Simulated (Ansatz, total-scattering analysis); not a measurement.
# Reading the total scattering of a disordered sample

The sample: hydrogen peroxide (22 H2O2; O 50.0, H 50.0 atom %) at 310 K, fixed volume (mean pressure 1.0 GPa), ρ₀ = 0.1020 Å⁻³. The data come from ab initio molecular dynamics with Ansatz (revPBE-D3(BJ), plane waves, PAW default files, Langevin thermostat, no spin, fixed volume, H with the mass of D). The average runs over 0.78 ps of 88 atoms, so shells between rare elements are rough. Mean temperature 312 K, largest m.s.d. 0.69 Å², energy drift -1 meV an atom (last third less first, no steady trend), Langevin friction 10 ps⁻¹; the first quarter of the run is discarded. Start: last frame of a classical run of this cell at the same density and temperature. So short a stretch relaxes bonds and nearest shells but still remembers its start. It is a liquid that moves slowly on the time of the run as far as so short a run tells.

S(Q) is the Faber–Ziman total, Σ ci cj fi fj (Sij − 1)/⟨f⟩² + 1. Below 4 Å⁻¹ the partials are summed on the cell's own reciprocal vectors (from 0.66 Å⁻¹) and folded with a Gaussian of σ = 0.14 Å⁻¹; above it they are transforms of g(r) out to 6.5 Å, tapered over the last 40 %. The fold lowers sharp peaks, and with so few vectors their positions are good to about 0.1 Å⁻¹. X-rays take neutral-atom form factors, neutrons coherent lengths (O 5.8037, H 6.6681 fm). Hydrogen is taken as deuterium. G(r) = 4πrρ₀[g(r) − 1] carries the resolution of a Lorch-windowed transform up to 20 Å⁻¹. The patterns are simulated, not measured. The cell is small: beyond half the box only the part of each shell inside it is counted, and low-Q values rest on few vectors.

| Q (Å⁻¹) | X-ray | neutron |
| --- | --- | --- |
| 0.6 | -0.47 | 0.15 |
| 0.9 | -0.47 | 0.17 |
| 1.2 | -0.30 | 0.31 |
| 1.5 | -0.03 | 0.50 |
| 1.8 | 1.52 | 1.41 |
| 2.1 | 2.10 | 1.61 |
| 2.4 | 1.59 | 1.16 |
| 2.7 | 0.89 | 1.00 |
| 3.0 | 0.54 | 0.97 |
| 3.3 | 0.32 | 0.88 |
| 3.6 | 0.46 | 0.89 |
| 3.9 | 0.72 | 0.92 |
| 4.2 | 0.98 | 0.92 |
| 4.5 | 1.24 | 0.91 |
| 4.8 | 1.34 | 0.86 |
| 5.1 | 1.28 | 0.81 |
| 5.4 | 1.15 | 0.81 |
| 5.7 | 1.05 | 0.86 |
| 6.0 | 1.01 | 0.92 |
| 6.3 | 0.98 | 0.97 |
| 6.6 | 0.96 | 1.02 |
| 6.9 | 0.94 | 1.07 |
| 7.2 | 0.92 | 1.12 |
| 7.5 | 0.90 | 1.15 |
| 7.8 | 0.87 | 1.14 |
| 8.1 | 0.87 | 1.12 |
| 8.4 | 0.92 | 1.09 |
| 8.7 | 1.01 | 1.06 |
| 9.0 | 1.10 | 1.03 |
| 9.3 | 1.15 | 1.00 |
| 9.6 | 1.16 | 0.99 |
| 9.9 | 1.12 | 0.98 |
| 10.2 | 1.07 | 0.98 |
| 10.5 | 1.01 | 0.97 |
| 10.8 | 0.96 | 0.95 |
| 11.1 | 0.92 | 0.92 |
| 11.4 | 0.90 | 0.91 |
| 11.7 | 0.91 | 0.91 |
| 12.0 | 0.93 | 0.91 |

G(r):

X-ray, r (Å) and value: 0.6 -0.59, 0.7 -0.59, 0.8 -0.64, 0.9 -0.65, 1.0 -0.68, 1.1 -1.08, 1.2 -1.24, 1.3 0.04, 1.4 2.20, 1.5 2.73, 1.6 0.75, 1.7 -1.44, 1.8 -2.07, 1.9 -1.92, 2.0 -2.01, 2.1 -2.24, 2.2 -2.39, 2.3 -2.58, 2.4 -2.66, 2.5 -2.27, 2.6 -1.29, 2.7 -0.09, 2.8 0.83, 2.9 1.21, 3.0 1.24, 3.1 1.28, 3.2 1.39, 3.3 1.39, 3.4 1.27, 3.5 1.18, 3.6 1.18, 3.7 1.14, 3.8 0.93, 3.9 0.69, 4.0 0.56, 4.1 0.54, 4.2 0.53, 4.3 0.41, 4.4 0.15, 4.5 -0.16, 4.6 -0.38, 4.7 -0.51, 4.8 -0.64, 4.9 -0.73, 5.0 -0.72, 5.1 -0.70, 5.2 -0.69, 5.3 -0.60, 5.4 -0.46, 5.5 -0.42, 5.6 -0.37, 5.7 -0.14, 5.8 0.10

neutron, r (Å) and value: 0.6 -0.80, 0.7 -1.00, 0.8 -0.15, 0.9 1.63, 1.0 2.37, 1.1 1.02, 1.2 -0.91, 1.3 -1.45, 1.4 -0.86, 1.5 -0.70, 1.6 -1.12, 1.7 -1.12, 1.8 -0.38, 1.9 0.20, 2.0 -0.13, 2.1 -0.86, 2.2 -1.16, 2.3 -0.95, 2.4 -0.71, 2.5 -0.64, 2.6 -0.56, 2.7 -0.37, 2.8 -0.17, 2.9 -0.03, 3.0 0.11, 3.1 0.28, 3.2 0.49, 3.3 0.61, 3.4 0.62, 3.5 0.59, 3.6 0.61, 3.7 0.62, 3.8 0.55, 3.9 0.45, 4.0 0.36, 4.1 0.33, 4.2 0.37, 4.3 0.39, 4.4 0.34, 4.5 0.22, 4.6 0.09, 4.7 -0.04, 4.8 -0.17, 4.9 -0.27, 5.0 -0.33, 5.1 -0.38, 5.2 -0.41, 5.3 -0.39, 5.4 -0.36, 5.5 -0.37, 5.6 -0.37, 5.7 -0.31, 5.8 -0.19

**Question.** Which pairs make the maxima of G(r) below 4.5 Å, and what can the data say of the number of neighbours?

Each pair enters with the weight ci cj fi fj (2 − δij)/⟨f⟩², taking f = Z for X-rays at Q = 0: O–O 0.79 / 0.22; O–H 0.20 / 0.50; H–H 0.01 / 0.29 (X-ray / neutron).

| radiation | maximum (Å) | G (Å⁻²) | pairs that make it (share of the curvature of G, each pair at the same resolution) |
| --- | --- | --- | --- |
| X-ray | 1.47 | 2.88 | O–O 100 % |
| X-ray | 3.25 | 1.41 | O–O 96 % |
| neutron | 0.99 | 2.44 | O–H 98 % |
| neutron | 1.47 | -0.65 | O–O 78 % |
| neutron | 1.92 | 0.21 | O–H 95 % |
| neutron | 3.35 | 0.63 | O–H 87 %, O–O 13 % |

The first neutron peak is mostly one pair, so its area estimates the neighbours: ∫ r [G + 4πρ₀r] dr from 0.54 to 1.26 Å is 1.00, and times c(H)/weight = 0.500/0.498 gives 1.0 H around each O; the count from the coordinates is 1.00.

From the coordinates:

```
pair  first peak (Å)  g there  first minimum (Å)  g there                neighbours                               kind
 O–H            0.99     18.7               1.26     0.00  1.0 H per O, 1.0 O per H                   within molecules
 O–O            1.47      6.5               1.88     0.00                       1.0                   within molecules
 H–H            2.42      1.9               3.46     0.99                       8.1  28 % within molecules at the peak
```

Distances within molecules give the sharpest pair functions, and with hydrogen they rule the neutron S(Q) at high Q: O–H 0.99 Å and O–O 1.47 Å (first peaks only). On the last frame 93 % of the H on O, N or F point at an acceptor of another molecule or at an anion within hydrogen-bond range (2.35 Å to O, N, F; 2.85 Å to Cl, Br, I).

[Logs are printed without paths, hosts, clocks, repeated set-up lines and the standing remarks that a program may print on its own settings, such as how far it seeks lower states.]
